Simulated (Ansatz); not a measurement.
# La2C (built on the sites of a database entry of Y2C): phonons and vibrational spectra

Wanted: vibrations and spectra of La2C (built on the sites of a database entry of Y2C); the cell is already relaxed.

Program: Ansatz 0.2.0. Level of theory: DFT PBE, scalar-relativistic, plane waves, norm-conserving pseudopotentials. Results are calculated unless marked as measured.

The structure was built from a prototype and need not be the compound's stable phase.

## (1) Set-up

Symmetry: R-3m, No. 166, trigonal system. The conventional cell has a = 3.731 Å, b = 3.731 Å, c = 20.898 Å, α = 90.00°, β = 90.00°, γ = 120.00°. Nearest to La lie 3 C at 2.60 Å. C has 6 La at 2.60 Å nearest. Farther neighbours are not listed.

## (2) Linear response at the zone centre

The cell comes from relaxations at this level that are not shown. The zone centre is the only wavevector solved here; it holds the modes that light can see, as far as symmetry allows. No field response is asked, since the mesh shows no gap.

Input file input.yaml:

```yaml
crystal:
  lattice:
    - [1.865676915, 1.0771472552, 6.966003581]
    - [-1.865676915, 1.0771472552, 6.966003581]
    - [0.0, -2.154299952, 6.9660027396]
  atoms:
    - { symbol: La, position: [0.2640532806, 0.2640532806, 0.2640532806] }
    - { symbol: La, position: [0.7359467194, 0.7359467194, 0.7359467194] }
    - { symbol: C, position: [0.0, 0.0, 0.0] }
kpoints:
  mp_grid: { grid: [12, 12, 12] }
hamiltonian:
  xc: pbe
  pseudopotentials: { kind: nc }
scf:
  occupations: { method: methfessel_paxton, width: 0.15 }
output:
  eigenvalues: true
phonons:
  method: dfpt
```

Launch:

```
$ ansatz run input.yaml --threads 8 --pin off --max-ram 14336MiB --backend cpu --events-out ev --progress --plain --runs-dir out
```

Numbers of over 12 decimals in the logs are rounded to 6 here.

Log:

```text
Engine: ansatz 0.2.0, aarch64-unknown-linux-gnu
Pseudopotentials: kind: nc
Pseudopotential: La, nc, valence charge 11, recommended cutoff 1496.626244 eV (normal), La.nc.azcp
Pseudopotential: C, nc, valence charge 4, recommended cutoff 1115.666836 eV (normal), C.nc.azcp
Functional definition: PBE
  parameter kappa = 0.804
  parameter beta = 0.066725
  exchange = pbe_x(kappa = kappa, mu = beta*pi^2/3)
  correlation = pbe_c(beta = beta)
Crystal: 3 atoms, lattice volume = 83.994 Å³
Basis set: ecut = 1496.626244 eV, 11059 PW (Γ), exchange–correlation on 192×192×192 points (8 copies of the dense FFT grid, shifted against one another)
Bands: 17, of which v1, the nominal top of the filled ones, is band 13 counted from 1 (12 counted from 0)
Symmetry: 12 space group operations
k-points: 476 of 1728 (irreducible under 2 space group operations, time reversal used)
Non-local potential: La, projectors of the file, l = 0: 2, l = 1: 2, l = 2: 2, l = 3: 2
Non-local potential: C, projectors of the file, l = 0: 2, l = 1: 2
Initial density: superposition of atomic densities (chi_scale 0.1, normalization cell, long waves kept (reshape's long-wave potential 0.14 eV rms))
Initial wavefunctions: pseudopotential atomic-orbital guess
Functional: x = pbe(κ = 0.804, μ = 0.219515), c = pbe(β = 0.066725)
SCF iter   1: F=—  HF=-2075.403395 eV  |F-HF|=—  |Δ(HF+E_count)|=         —  Δρ=4.74e-2  dr2=9.14e0  ethr=3.10e-3  ⟨swp⟩=21.1  Hψ=107545  notcnv=0
preconditioner: auto → Kerker (q_TF=auto, 2.244 Å⁻¹)  [metal: Δε(μ)=0.003 eV  Ē_g=11.809 eV  σ=0.150 eV  W_gap=0.01  n_scr=16 (ndim 8)  ℏωp=19.0 eV  f_vac=0.000  D(μ)=2.03/eV (n_scr^D=16)]
SCF iter   2: F=—  HF=-2074.312128 eV  |F-HF|=—  |Δ(HF+E_count)|=    1.09e0  S|Δr|=    0.00e0  Δρ=2.15e-2  dr2=2.13e0  ethr=3.10e-3  ⟨swp⟩=6.1  Hψ=23951  notcnv=0  defer=818
SCF iter   3: F=—  HF=-2074.034207 eV  |F-HF|=—  |Δ(HF+E_count)|=   2.78e-1  S|Δr|=    0.00e0  Δρ=1.02e-2  dr2=5.30e-1  ethr=3.10e-3  ⟨swp⟩=4.4  Hψ=16127  notcnv=0  defer=68
SCF iter   4: F=—  HF=-2073.962756 eV  |F-HF|=—  |Δ(HF+E_count)|=   7.15e-2  S|Δr|=    0.00e0  Δρ=2.99e-3  dr2=1.30e-2  ethr=2.04e-3  ⟨swp⟩=4.8  Hψ=14454  notcnv=0  defer=216
SCF iter   5: F=—  HF=-2073.971728 eV  |F-HF|=—  |Δ(HF+E_count)|=   8.97e-3  S|Δr|=    0.00e0  Δρ=9.27e-4  dr2=1.38e-3  ethr=5.00e-5  ⟨swp⟩=5.7  Hψ=22948  notcnv=0  defer=4
SCF iter   6: F=—  HF=-2073.971699 eV  |F-HF|=—  |Δ(HF+E_count)|=   2.92e-5  S|Δr|=    0.00e0  Δρ=3.94e-4  dr2=1.62e-4  ethr=5.30e-6  ⟨swp⟩=2.8  Hψ=15040  notcnv=0
SCF iter   7: F=—  HF=-2073.971690 eV  |F-HF|=—  |Δ(HF+E_count)|=   9.57e-6  S|Δr|=    0.00e0  Δρ=1.35e-4  dr2=1.87e-5  ethr=6.24e-7  ⟨swp⟩=4.0  Hψ=15752  notcnv=0
SCF iter   8: F=—  HF=-2073.971694 eV  |F-HF|=—  |Δ(HF+E_count)|=   4.41e-6  S|Δr|=    0.00e0  Δρ=4.45e-5  dr2=1.55e-6  ethr=7.19e-8  ⟨swp⟩=4.4  Hψ=18433  notcnv=0
SCF iter   9: F=—  HF=-2073.971670 eV  |F-HF|=—  |Δ(HF+E_count)|=   2.38e-5  S|Δr|=    0.00e0  Δρ=1.29e-5  dr2=2.55e-7  ethr=5.97e-9  ⟨swp⟩=4.6  Hψ=19887  notcnv=0
SCF iter  10: F=—  HF=-2073.971670 eV  |F-HF|=—  |Δ(HF+E_count)|=   2.87e-9  S|Δr|=    0.00e0  Δρ=2.74e-6  dr2=8.51e-9  ethr=9.81e-10  ⟨swp⟩=3.6  Hψ=15332  notcnv=0
SCF iter  11: F=—  HF=-2073.971670 eV  |F-HF|=—  |Δ(HF+E_count)|=   3.48e-9  S|Δr|=    0.00e0  Δρ=6.51e-7  dr2=5.79e-10  ethr=3.27e-11  ⟨swp⟩=5.7  Hψ=20884  notcnv=0
SCF iter  12: F=—  HF=-2073.971670 eV  |F-HF|=—  |Δ(HF+E_count)|=  1.73e-11  S|Δr|=    0.00e0  Δρ=1.72e-7  dr2=4.43e-11  ethr=2.23e-12  ⟨swp⟩=4.9  Hψ=19344  notcnv=0
SCF iter  13: F=-2073.971670 eV  HF=-2073.971670 eV  |F-HF|=0.00e0  |Δ(HF+E_count)|=  5.14e-10  S|Δr|=    0.00e0  Δρ=3.84e-8  dr2=1.66e-12  ethr=1.00e-12  ⟨swp⟩=48.8  Hψ=152960  notcnv=0
SCF 1 converged in 13 iterations: F = -2073.971670 eV  dr2 = 1.66e-12
  Residual-converged pass: ⟨swp⟩=1.1  Hψ=10049  notcnv=0  max |occ|·‖R‖ = 7.1e-9 eV (tolerance 1.0e-8 eV)  dr2=1.66e-12  max |Δocc| = 6.5e-11
DFPT response loops at Γ: preconditioner auto → Kerker (q_TF=auto, 2.244 Å⁻¹) (partly filled bands, converged f_vac=0.000); β = 1.00, the filter's whole step (`scf.mixing.beta` (0.50) is not read by the response loops under this deck's `scf.mixing.preconditioner`; to damp them name `kerker` or `kerker_dos`, under which they read `scf.mixing.beta`, and type it under 1.00, their step now; both keys bind the ground state too); Broyden in place of MSR1
the run's response loops start from zero, take more passes and end by a threshold: the memory limit or budget leaves too little room for the subspace of the ground state's own states beside the solves, or none could be made (phonons.method)
SCF converged after 13 iterations
Stability not checked: this state was not tested for a lower state beside it, because cold or Methfessel-Paxton smearing, or corrected tetrahedra, fill the levels in a way that the test cannot read (fill_not_monotonic; see scf.lower_state_search)
Free energy (F): -2073.971670 eV
Harris-Foulkes:  -2073.971670 eV  (|F-HF|=0.00e0)
Internal energy: -2073.975352 eV  (E = F + TS)
E sigma→0 (E₀):  -2073.972591 eV
Entropy (-TS):   0.003681 eV (1.227 meV/atom)
Fermi energy:    10.505001 eV
Step filling:    the computed levels leave a gap of 0.0063 eV = 0.0 smearing widths at the electron count; against every level under it full and every level over it empty, smearing changes F+E_penalty+E_count by +1.975 meV and its σ→0 estimate by +1.054 meV
--- Per-component energies (eV) ---
  E_band       = -78.754974
  E_kinetic    = 574.915439
  E_local      = -1205.241717  (includes V_loc(G=0)·N_el)
  E_nonlocal   = 198.556907
  E_hartree    = 377.518401
  E_xc         = -513.628009
  E_vxc        = -402.022401  (∫ρ·V_xc dr)
  E_ewald      = -1506.096373
  E_smearing   = 0.003681  (= −TS)
  E_closure    = -0.000000  (closes the sum)
  Σ components = -2073.971670   (vs F -2073.971670, Δ=0.00e0)
--- Band table (eV; the first three rows and the last of 476) ---
  k-point 0: bands = [... 9 lower, 7.3661, 8.7086, 8.7086, 9.0200, 11.3872, 11.7607, 12.2196, 12.2196]
  k-point 1: bands = [... 9 lower, 7.5326, 8.3362, 8.7570, 9.4715, 11.4245, 11.5021, 12.0000, 12.1896]
  k-point 2: bands = [... 9 lower, 7.8651, 8.1801, 8.8743, 9.8804, 10.9253, 11.6853, 11.8009, 12.0845]
  k-point 475: bands = [... 9 lower, 7.2171, 8.7220, 8.7220, 9.5751, 10.7132, 11.7468, 12.0619, 12.2284]
--- Phonons (Γ-DFPT): 4 representative perturbations + reference, on 476 of 1728 k-points (Σ response iterations 29) ---
  k mesh reduced under 2 symmetry operations, with k and −k counted as one. Each operation leaves every solved perturbation unchanged. A smaller set is not used because it would not reduce the number of displacements times k-points to solve
  ASR residual: 2.062e-5 → 0.000e0 eV/Å²; symmetrization residual: 1.919e-4 eV/Å²
  ASR residual per site (eV/Å²): 2.06e-5 2.06e-5 1.14e-5
  Γ frequencies (cm⁻¹): 0.00 0.00 0.00 86.09 86.09 161.15 320.32 324.92 324.92
  non-analytic LO–TO correction: not included (Born effective charges unavailable; polar crystals: no LO–TO splitting at Γ)
```

Elapsed: 17 min, on 8 threads of Arm Neoverse V2, shared host; peak memory 13 GiB; 2.2 h of CPU time.

Numbers from this step:

| Quantity | Value |
| --- | --- |
| volume per atom | 28.00 Å³ |
| gap on the k-mesh | 0 eV |
| sum-rule residual before enforcement | 2.06e-5 eV/Å² |
| point group | -3m |
| highest optical mode at the zone centre (no LO-TO term) | 324.9 cm⁻¹ |
| lowest optical zone-centre mode | 86.09 cm⁻¹ |

Patterns of degenerate modes are one choice out of their space. Modes at Γ, with each element's share of the kinetic energy:

```
mode  frequency (cm⁻¹)  symmetry  La %  C %
   1               0.0  acoustic    96    4
   2               0.0  acoustic    96    4
   3               0.0  acoustic    96    4
   4              86.1        Eg   100    0
   5              86.1        Eg   100    0
   6             161.2       A1g   100    0
   7             320.3       A2u     4   96
   8             324.9        Eu     4   96
   9             324.9        Eu     4   96
```

Displacements in mode 4 (86.1 cm⁻¹), the largest set to 1:
```
La1 -1.00  0.00  0.00
La2  1.00  0.00  0.00
C3   0.00  0.00  0.00
```

Displacements in mode 6 (161.2 cm⁻¹), the largest set to 1:
```
La1  0.00  0.00  1.00
La2  0.00  0.00 -1.00
C3   0.00  0.00  0.00
```

Before it was imposed, the acoustic sum rule was missed by 2.1e-5 eV/Å². Small misses are needed for a sound result but don't prove that mesh and cutoff are converged. The lowest optical mode is real, 86.1 cm⁻¹.

## (3) Another isotope

An isotope changes the mass and not the force constants, so no new electronic calculation is needed; the shifts show which modes move this element.

The same force constants with the mass of C changed from 12.011 to 13.003 u (phonopy, no LO-TO term). Both lists are sorted by frequency; levels can cross, so a row need not hold one and the same mode. Modes under 3 cm⁻¹ are left out. Isotope shifts, by row:

```
    q  rank  natural mass (cm⁻¹)  changed mass (cm⁻¹)
0 0 0     4                86.09                86.09
0 0 0     5                86.09                86.09
0 0 0     6                161.2                161.2
0 0 0     7                320.3                308.4
0 0 0     8                324.9                312.8
0 0 0     9                324.9                312.8
```

A mode of this element alone would shift by -3.89 %. The highest zone-centre frequency without the field goes from 324.9 to 312.8 cm⁻¹ (-3.7 %). The product of the frequency ratios over all optical modes at Γ is 0.892; the product rule, (m/m′)^(3k/2) (M′/M)^(3/2) with k = 1 such atoms and M the mass of the cell, gives 0.892.

## (4) Results

| Quantity | Value |
| --- | --- |
| space group (within 0.01 Å) | R-3m |
| volume per atom | 28.0 Å³ |
| electronic character | no gap on this mesh |
| highest optical mode at the zone centre (no LO-TO term) | 325 cm⁻¹ |
| lowest optical zone-centre mode | 86.1 cm⁻¹ |
| imaginary modes at Γ (the only wavevector solved) | none |

The structure is stable against zone-centre distortions, since no mode there is imaginary; other wavevectors were not solved, so zone-boundary instabilities are untested. The optical modes at Γ span 86 to 325 cm⁻¹. No dispersion was computed. The highest mode in this list at Γ, 324.9 cm⁻¹, is mostly motion of C (96 % of the kinetic energy). With no gap, or one that is small against the smearing, the frequencies hang on the k mesh and the smearing, most of all near Kohn anomalies. Spin-orbit coupling is left out, which can matter for the heavy elements here. The starting cell was built on a prototype and not taken from a measurement, so the phase need not exist. These are harmonic frequencies at zero temperature: anharmonic shifts, linewidths and thermal expansion are left out.

[Logs are printed without paths, hosts, clocks, repeated set-up lines and the standing remarks that a program may print on its own settings, such as how far it seeks lower states.]

[Hosts, paths, dates, database ids (printed as entryN), source tags and the programs' standing remarks are cut or masked in the printed files.]
